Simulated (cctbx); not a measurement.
# BaCuSnGe2 with cctbx, script by script

Library: cctbx 2025.11. The data are simulated by the first script.

## 1. Simulate the data

run.py:

```python
from cctbx import adptbx, crystal, miller, sgtbx, xray
from cctbx.array_family import flex
from iotbx.shelx import hklf
from scitbx import matrix
import scitbx.random

cs = crystal.symmetry(unit_cell=(4.739, 4.739, 10.488, 90, 90, 90), space_group_symbol='Hall: I 4 -2')  # I4mm
atoms = [  # label, site, U (iso, or U11 U22 U33 U12 U13 U23 in A^2), occupancy
    ("Ba1", (0, 0, 0.0037), 0.0048, 1),
    ("Sn1", (0.5, 0.5, 0.101), 0.0050, 1),
    ("Ge1", (0, 0.5, 0.2479), 0.0066, 1),
    ("Cu1", (0, 0, 0.3586), 0.0056, 1),
]
xs = xray.structure(crystal_symmetry=cs)
for label, site, u, occ in atoms:
    u = adptbx.u_cif_as_u_star(cs.unit_cell(), u) if isinstance(u, tuple) else u
    xs.add_scatterer(xray.scatterer(label, site=site, u=u, occupancy=occ))
xs.set_inelastic_form_factors(0.4959, "sasaki")
xs.show_summary()
p1 = xs.expand_to_p1()
ms = miller.build_set(p1, anomalous_flag=True, d_min=0.7)
flex.set_random_seed(288790)
scitbx.random.set_random_seed(288790)
ms = ms.select(flex.random_double(ms.size()) < 0.7)
i = ms.structure_factors_from_scatterers(p1, algorithm="direct").f_calc().as_intensity_array().data()
i = i / flex.sqrt(1 + 0.1 * i / flex.max(i))  # extinction
i = i * 5000 / flex.max(i)
sig = flex.sqrt(i + flex.pow2(0.04 * i) + 15 ** 2)
noise = scitbx.random.variate(scitbx.random.normal_distribution())(i.size())
data = ms.array(data=i + sig * noise, sigmas=sig).set_observation_type_xray_intensity()
with open("data.hkl", "w") as f:
    data.export_as_shelx_hklf(f)
print("reflections written:", data.size(), " <I/sigma> = %.1f" % flex.mean(data.data() / data.sigmas()))
for h, a, b in list(data.sort("data"))[:12]:
    print("%4d%4d%4d %9.1f %7.1f" % (h + (a, b)))
```

```console
$ python run.py
```

```text
Number of scatterers: 4
At special positions: 4
Unit cell: (4.739, 4.739, 10.488, 90, 90, 90)
Space group: I 4 m m (No. 107)
reflections written: 2045  <I/sigma> = 4.7
  -2   0   0    5213.7   212.7
   0   2   0    4861.4   212.7
   2  -2   0    3965.9   162.5
  -2   2   0    3699.9   162.5
   2   2   0    3410.0   162.5
   0  -4   0    2583.9   109.1
   1  -1   2    2486.5   110.7
  -1  -1   2    2482.3   110.7
  -1  -1  -2    2441.1   109.4
  -1   1  -2    2404.2   109.4
  -4   0   0    2333.0   109.1
   0   4   0    2308.2   109.1
```

Run time: 0.24 s on 1 thread of Arm Neoverse V2, with other jobs on the host, peak memory 0.07 GiB.

## 2. Symmetry

run.py:

```python
from cctbx import crystal, sgtbx, statistics
from cctbx.array_family import flex
from iotbx.shelx import hklf

p1 = crystal.symmetry(unit_cell=(4.739, 4.739, 10.488, 90, 90, 90), space_group_symbol="P 1")
raw = hklf.reader(file_name="data.hkl").as_miller_arrays(crystal_symmetry=p1, anomalous=True)[0]
print(raw.size(), "reflections to d = %.3f A" % raw.d_min())
isig = raw.data() / raw.sigmas()
print("centring   violations  <I/sigma> of those")
best = "P"
for c in "ABCIRF":
    a = raw.customized_copy(space_group_info=sgtbx.space_group_info("Hall: %s 1" % c)).sys_absent_flags().data()
    m = flex.mean(isig.select(a))
    print("%5s %10d of %5d %8.1f" % (c, (isig.select(a) > 4).count(True), a.count(True), m))
    if (isig.select(a) > 4).count(True) < 0.01 * a.count(True):
        best = c
raw = raw.select(~raw.customized_copy(space_group_info=sgtbx.space_group_info("Hall: %s 1" % best)).sys_absent_flags().data())
isig = raw.data() / raw.sigmas()
rows = []
for s in sgtbx.space_group_symbol_iterator():
    g = sgtbx.space_group(s)
    if g.conventional_centring_type_symbol() != best or not g.is_compatible_unit_cell(p1.unit_cell(), 1e-3, 0.02):
        continue
    rows.append((s, g))
print("Laue class    unique    Rint  (classes that these axes allow; Friedel mates merged)")
rint = {}
for s, g in rows:
    laue = g.build_derived_patterson_group()
    key = laue.type().hall_symbol()
    if key not in rint:
        m = raw.customized_copy(space_group_info=laue.info(), anomalous_flag=False).merge_equivalents()
        rint[key] = m.r_int()
        print("%-14s %6d %7.3f" % (laue.type().lookup_symbol(), m.array().size(), m.r_int()))
floor = min(rint.values())
good = [(s, g) for s, g in rows if rint[g.build_derived_patterson_group().type().hall_symbol()] < 2 * floor + 0.03]
top = max(g.build_derived_patterson_group().order_z() for s, g in good)
print("space group    extra absences  I>4sigma  <I/sigma>")
for s, g in good:
    laue = g.build_derived_patterson_group()
    if laue.order_z() != top:
        continue
    a = raw.customized_copy(space_group_info=g.info()).sys_absent_flags().data()
    a &= ~raw.customized_copy(space_group_info=laue.info()).sys_absent_flags().data()
    bad = (isig.select(a) > 4).count(True)
    if bad <= 0.03 * a.count(True):
        print("%-16s %8d %10d %9s  %s" % (s.universal_hermann_mauguin(), a.count(True), bad, "%.1f" % flex.mean(isig.select(a)) if a.count(True) else "-", "centric" if g.is_centric() else "acentric"))
laue = max(good, key=lambda t: t[1].build_derived_patterson_group().order_z())[1].build_derived_patterson_group()
f = raw.customized_copy(space_group_info=laue.info(), anomalous_flag=False).merge_equivalents().array().eliminate_sys_absent().f_sq_as_f()
f.set_observation_type_xray_amplitude()
bins = max(3, min(8, f.size() // 12))
f.setup_binner(n_bins=bins)
w = statistics.wilson_plot(f, {e: n / laue.order_z() for e, n in {'Ba': 2.0, 'Sn': 2.0, 'Ge': 4.0, 'Cu': 2.0}.items()}, e_statistics=True)
print("Wilson B = %.2f A^2   <|E^2-1|> = %.3f (0.968 centric, 0.736 acentric)   E^2>4: %.1f %%" % (w.wilson_b, w.mean_e_sq_minus_1, w.percent_e_sq_gt_2))
print("shell (A)         n   <I/sigma>")
m = raw.customized_copy(space_group_info=laue.info(), anomalous_flag=False).merge_equivalents().array().eliminate_sys_absent()
for b in m.setup_binner(n_bins=bins).range_used():
    sel = m.binner().selection(b)
    print("%5.2f - %4.2f %6d %8.1f" % (min(m.binner().bin_d_range(b)[0] if m.binner().bin_d_range(b)[0] > 0 else 99, 99), m.binner().bin_d_range(b)[1], sel.count(True), flex.mean((m.data() / m.sigmas()).select(sel))))
```

```console
$ python run.py
```

```text
2045 reflections to d = 0.700 A
centring   violations  <I/sigma> of those
    A        414 of  1012      5.0
    B        421 of  1016      5.1
    C        385 of  1034      4.2
    I          0 of  1040     -0.1
    R        536 of  1391      4.8
    F        610 of  1531      4.8
Laue class    unique    Rint  (classes that these axes allow; Friedel mates merged)
I 1 2/m 1         387   0.054
I 1 1 2/m         369   0.052
I 2/m 1 1         388   0.054
I m m m           228   0.058
I 4/m             191   0.058
I 4/m m m         131   0.061
space group    extra absences  I>4sigma  <I/sigma>
I 4 2 2                 0          0         -  acentric
I 4 m m                 0          0         -  acentric
I -4 m 2                0          0         -  acentric
I -4 2 m                0          0         -  acentric
I 4/m m m               0          0         -  centric
Wilson B = 0.50 A^2   <|E^2-1|> = 0.618 (0.968 centric, 0.736 acentric)   E^2>4: 0.0 %
shell (A)         n   <I/sigma>
 5.24 - 1.40     25     26.7
 1.40 - 1.11     16     26.7
 1.11 - 0.97     16     31.1
 0.97 - 0.88     13     19.2
 0.88 - 0.82     15     27.0
 0.82 - 0.77     17     22.6
 0.77 - 0.73     17     17.7
 0.73 - 0.70     12     20.1
```

Time: 0.27 s.

## 3. Charge flipping

run.py:

```python
import itertools
from cctbx import crystal, maptbx
from cctbx.array_family import flex
from iotbx.shelx import hklf
from smtbx.ab_initio import charge_flipping as cf

cs = crystal.symmetry(unit_cell=(4.739, 4.739, 10.488, 90, 90, 90), space_group_symbol='Hall: I 4 -2')  # I4mm
raw = hklf.reader(file_name="data.hkl").as_miller_arrays(crystal_symmetry=cs, anomalous=True)[0]
merged = raw.eliminate_sys_absent().merge_equivalents()
fo2 = merged.array().set_observation_type_xray_intensity()
f = fo2.average_bijvoet_mates().f_sq_as_f().resolution_filter(d_min=0.9)
p1 = f.expand_to_p1()
work = p1
flex.set_random_seed(81726)
it = cf.weak_reflection_improved_iterator(delta=None, weak_reflection_fraction=0.3)
it.start(work, phases=flex.random_double(p1.size()) * 6.2832, f_000=0)
it.delta = 1 * it.rho_map.sigma()
print("cycle      R  skewness")
for n, st in enumerate(itertools.islice(it, 200)):
    if n % 16 == 0:
        print("%5d %6.3f %8.2f" % (n, st.r1_factor(), st.rho_map.skewness()))
rho = p1.phase_transfer(it.f_calc).fft_map().apply_volume_scaling()
polish = cf.low_density_elimination_iterator(constant_rho_c=rho.sigma())
polish.start(f_obs=p1, phases=it.f_calc, f_000=0)
for _ in range(8):
    next(polish)
print("origin shift          correlation  skewness")
maps = []
for fc, shift, cc in itertools.islice(cf.f_calc_symmetrisations(f, polish.f_calc, 0), 4):
    m = f.phase_transfer(fc).fft_map(symmetry_flags=maptbx.use_space_group_symmetry, resolution_factor=0.25).apply_sigma_scaling()
    maps.append((m.skewness(), cc, m))
    print("%6.3f %6.3f %6.3f %10.3f %9.2f" % (tuple(shift) + (cc, m.skewness())))
skew, cc, m = max((t for t in maps if t[1] > maps[0][1] - 0.04), key=lambda t: t[0])
print("taken: symmetry correlation %.3f, skewness %.2f" % (cc, skew))
peaks = m.peak_search(parameters=maptbx.peak_search_parameters(min_distance_sym_equiv=0.9, max_clusters=9)).all()
sps = cs.special_position_settings(min_distance_sym_equiv=0.5)
print("peak      x       y       z  mult  height/sigma")
for k, (x, h) in enumerate(zip(peaks.sites(), peaks.heights())):
    ss = sps.site_symmetry(x)
    print("Q%-3d %7.4f %7.4f %7.4f %4d %8.1f" % ((k + 1,) + tuple(t % 1 for t in ss.exact_site()) + (ss.multiplicity(), h)))
```

```console
$ python run.py
```

```text
cycle      R  skewness
    0  0.616     0.30
   16  0.343     4.14
   32  0.346     3.65
   48  0.335     3.62
   64  0.331     3.61
   80  0.330     3.65
   96  0.322     3.86
  112  0.290     4.02
  128  0.320     3.57
  144  0.338     4.00
  160  0.335     3.82
  176  0.335     3.58
  192  0.320     3.87
origin shift          correlation  skewness
 0.131  0.953  0.000      0.918      4.33
 0.122  0.459  0.000      0.883      3.18
 0.411  0.236  0.000      0.781      0.83
 0.319  0.299  0.000      0.773      1.39
taken: symmetry correlation 0.918, skewness 4.33
peak      x       y       z  mult  height/sigma
Q1    0.0000  0.0000  0.5669    2     15.3
Q2    0.0000  0.0000  0.1864    2      7.4
Q3    0.0000  0.0000  0.0166    2      6.8
Q4    0.0000  0.5000  0.3110    4      5.9
Q5    0.0000  0.5000  0.4361    4      4.4
Q6    0.0000  0.0000  0.8863    2      2.0
Q7    0.0000  0.0000  0.7882    2      2.0
Q8    0.0000  0.3693  0.6661    8      1.8
Q9    0.0000  0.3703  0.0516    8      1.6
```

Time: 0.28 s.

## 4. Refinement (model from the peaks)

run.py:

```python
import math
from cctbx import adptbx, crystal, maptbx, sgtbx, xray
from cctbx.array_family import flex
from cctbx.xray import observations
from iotbx.shelx import hklf
from scitbx.lstbx import normal_eqns_solving
from smtbx import absolute_structure, utils
from smtbx.refinement import constraints, least_squares

cs = crystal.symmetry(unit_cell=(4.739, 4.739, 10.488, 90, 90, 90), space_group_symbol='Hall: I 4 -2')  # I4mm
atoms = [  # label, site, U (iso, or U11 U22 U33 U12 U13 U23 in A^2), occupancy
    ("Ba1", (0, 0, 0.5669), 0.0200, 1),
    ("Sn1", (0, 0, 0.1864), 0.0200, 1),
    ("Cu1", (0, 0, 0.0166), 0.0200, 1),
    ("Ge1", (0, 0.5, 0.311), 0.0200, 1),
]
xs = xray.structure(crystal_symmetry=cs)
for label, site, u, occ in atoms:
    u = adptbx.u_cif_as_u_star(cs.unit_cell(), u) if isinstance(u, tuple) else u
    xs.add_scatterer(xray.scatterer(label, site=site, u=u, occupancy=occ))
xs.set_inelastic_form_factors(0.4959, "sasaki")
raw = hklf.reader(file_name="data.hkl").as_miller_arrays(crystal_symmetry=cs, anomalous=True)[0]
merged = raw.eliminate_sys_absent().merge_equivalents()
fo2 = merged.array().set_observation_type_xray_intensity()
print("Rint %.3f, %d unique reflections to %.2f A" % (merged.r_int(), fo2.size(), fo2.d_min()))
for sc in xs.scatterers():
    sc.flags.set_grad_site(True)
    sc.flags.set_grad_u_aniso(sc.flags.use_u_aniso())
    sc.flags.set_grad_u_iso(sc.flags.use_u_iso())
obs = fo2.as_xray_observations()
extra = {}
rep = constraints.reparametrisation(xs, [], utils.connectivity_table(xs), **extra)
ls = least_squares.crystallographic_ls(obs, rep, weighting_scheme=least_squares.mainstream_shelx_weighting(a=0, b=0))
print("cycle     R1     wR2    GooF  max shift (A)")
for cycle in range(6):
    ls.build_up()
    r1, wr2, goof = ls.r1_factor(cutoff_factor=2)[0], ls.wR2(), ls.goof()
    old = xs.sites_cart()
    normal_eqns_solving.levenberg_marquardt_iterations(ls, n_max_iterations=3, tau=0.0001, step_threshold=1e-7)
    big = flex.max((xs.sites_cart() - old).norms())
    print("%4d %7.4f %7.4f %7.3f %9.5f" % (cycle + 1, r1, wr2, goof, big))
    ls.build_up(objective_only=True)
    if abs(ls.wR2() - wr2) < 5e-5 and big < 5e-4:
        break
ls.build_up()
print("final R1 %.4f wR2 %.4f GooF %.3f  parameters %d  data/parameter %.1f" % (ls.r1_factor(cutoff_factor=2)[0], ls.wR2(), ls.goof(), ls.n_parameters, fo2.size() / ls.n_parameters))
cov = ls.covariance_matrix_and_annotations()
su = dict(zip(cov.annotations, (math.sqrt(max(v, 0)) for v in cov.matrix.matrix_packed_u_diagonal())))
a2 = cs.unit_cell().reciprocal_parameters()[0] ** -2
print("atom        x        y        z      Ueq    occ   su(xyz)  su(Uiso or U11)")
for sc in xs.scatterers():
    s = max(su.get(sc.label + k, 0) for k in (".x", ".y", ".z"))
    npd = "" if sc.is_positive_definite_u(cs.unit_cell()) else "  NPD"
    print("%-5s %8.5f %8.5f %8.5f %8.4f %6.3f %8.5f %7.4f%s" % ((sc.label,) + sc.site + (sc.u_iso_or_equiv(cs.unit_cell()), sc.occupancy, s, su.get(sc.label + ".uiso", su.get(sc.label + ".u11", 0) * a2), npd)))
fo = fo2.f_sq_as_f()
fc = fo.structure_factors_from_scatterers(xs, algorithm="direct").f_calc()
diff = fo.f_obs_minus_f_calc(1 / math.sqrt(ls.scale_factor()), fc).average_bijvoet_mates()
m = diff.fft_map(symmetry_flags=maptbx.use_space_group_symmetry, resolution_factor=0.25).apply_volume_scaling()
print("difference map: max %.2f min %.2f rms %.2f" % (m.statistics().max(), m.statistics().min(), m.statistics().sigma()))
peaks = m.peak_search(parameters=maptbx.peak_search_parameters(min_distance_sym_equiv=0.6, max_clusters=5)).all()
near = xs.closest_distances(peaks.sites(), distance_cutoff=4)
sps = cs.special_position_settings(min_distance_sym_equiv=0.5)
for k, (x, h) in enumerate(zip(peaks.sites(), peaks.heights())):
    ss = sps.site_symmetry(x)
    print("Q%-3d %7.4f %7.4f %7.4f %4d %7.2f  %.2f A from %s" % ((k + 1,) + tuple(t % 1 for t in ss.exact_site()) + (ss.multiplicity(), h, near.smallest_distances[k], xs.scatterers()[near.i_seqs[k]].label)))
```

```console
$ python run.py
```

```text
Rint 0.056, 244 unique reflections to 0.70 A
cycle     R1     wR2    GooF  max shift (A)
   1  0.3277  0.5810  12.737   0.15226
   2  0.2211  0.4119   9.031   0.15122
   3  0.1754  0.3408   7.470   0.07602
   4  0.1628  0.3152   6.911   0.02703
   5  0.1523  0.2980   6.533   0.02498
   6  0.1350  0.2696   5.911   0.03152
final R1 0.1072 wR2 0.2231 GooF 4.891  parameters 8  data/parameter 30.5
atom        x        y        z      Ueq    occ   su(xyz)  su(Uiso or U11)
Ba1    0.00000  0.00000  0.56660   0.0018  1.000  0.00041  0.0009
Sn1    0.00000  0.00000  0.19736   0.0229  1.000  0.00069  0.0021
Cu1    0.00000  0.00000 -0.02603   0.0037  1.000  0.00114  0.0020
Ge1    0.00000  0.50000  0.32017   0.0106  1.000  0.00097  0.0013
difference map: max 21.77 min -25.39 rms 1.73
Q1    0.0000  0.0000  0.9692    2   21.89  0.05 A from Cu1
Q2    0.0000  0.0000  0.7125    2   18.46  1.53 A from Ba1
Q3    0.0000  0.0000  0.1403    2   13.80  0.60 A from Sn1
Q4    0.0000  0.0000  0.2321    2   13.14  0.36 A from Sn1
Q5    0.0000  0.5000  0.0845    4   10.66  2.38 A from Ba1
```

Time: 0.57 s.

Figures of merit this high mean that the model is still wrong or incomplete.

## 5. Refinement (anisotropic displacement)

run.py, as its changes from the last script of this kind:

```diff
@@ -12,4 +12,4 @@
-    ("Ba1", (0, 0, 0.5669), 0.0200, 1),
-    ("Sn1", (0, 0, 0.1864), 0.0200, 1),
-    ("Cu1", (0, 0, 0.0166), 0.0200, 1),
-    ("Ge1", (0, 0.5, 0.311), 0.0200, 1),
+    ("Ba1", (0, 0, 0.5666), 0.0030, 1),
+    ("Sn1", (0, 0, 0.19736), 0.0229, 1),
+    ("Cu1", (0, 0, -0.02603), 0.0037, 1),
+    ("Ge1", (0, 0.5, 0.32017), 0.0106, 1),
@@ -21,0 +22 @@
+xs.convert_to_anisotropic()
@@ -35 +36 @@
-for cycle in range(6):
+for cycle in range(8):
@@ -39 +40 @@
-    normal_eqns_solving.levenberg_marquardt_iterations(ls, n_max_iterations=3, tau=0.0001, step_threshold=1e-7)
+    normal_eqns_solving.levenberg_marquardt_iterations(ls, n_max_iterations=3, tau=1e-06, step_threshold=1e-7)
@@ -54,0 +56,4 @@
+fc = fo2.structure_factors_from_scatterers(xs, algorithm="direct").f_calc()
+absolute_structure.flack_analysis(xs, fo2.as_xray_observations()).show()
+h = absolute_structure.hooft_analysis(fo2, fc, scale_factor=ls.scale_factor())
+print("Hooft y: %.3f(%.0f)  Bijvoet pairs: %d" % (h.hooft_y, 1000 * h.sigma_y, h.n_bijvoet_pairs))
@@ -60 +65 @@
-peaks = m.peak_search(parameters=maptbx.peak_search_parameters(min_distance_sym_equiv=0.6, max_clusters=5)).all()
+peaks = m.peak_search(parameters=maptbx.peak_search_parameters(min_distance_sym_equiv=0.6, max_clusters=6)).all()
```

```console
$ python run.py
```

```text
Rint 0.056, 244 unique reflections to 0.70 A
cycle     R1     wR2    GooF  max shift (A)
   1  0.1085  0.2236   4.954   0.08182
   2  0.0548  0.1155   2.559   0.00299
   3  0.0542  0.1153   2.554   0.00008
final R1 0.0542 wR2 0.1153 GooF 2.554  parameters 13  data/parameter 18.8
atom        x        y        z      Ueq    occ   su(xyz)  su(Uiso or U11)
Ba1    0.00000  0.00000  0.56259   0.0042  1.000  0.00023  0.0007
Sn1    0.00000  0.00000  0.20540   0.0283  1.000  0.00042  0.0018
Cu1    0.00000  0.00000 -0.03321  -0.0130  1.000  0.00044  0.0010  NPD
Ge1    0.00000  0.50000  0.31873   0.0086  1.000  0.00045  0.0019
Flack x: 0.6(4)
Hooft y: 0.527(158)  Bijvoet pairs: 113
difference map: max 7.83 min -7.24 rms 0.96
Q1    0.0000  0.0000  0.8262    2    8.20  1.47 A from Cu1
Q2    0.0000  0.0000  0.7056    2    5.10  1.50 A from Ba1
Q3    0.0000  0.0000  0.9378    2    4.99  0.30 A from Cu1
Q4    0.0000  0.5000  0.4113    4    4.39  0.97 A from Ge1
Q5    0.0000  0.5000  0.3152    4    2.67  0.04 A from Ge1
Q6    0.0000  0.0000  0.4063    2    2.38  1.64 A from Ba1
```

Run time: 0.44 s on 1 thread of Arm Neoverse V2, on a shared host, peak memory 0.09 GiB.

[Logs are printed without paths, hosts, clocks, repeated set-up lines and the standing remarks that a program may print on its own settings, such as how far it seeks lower states.]
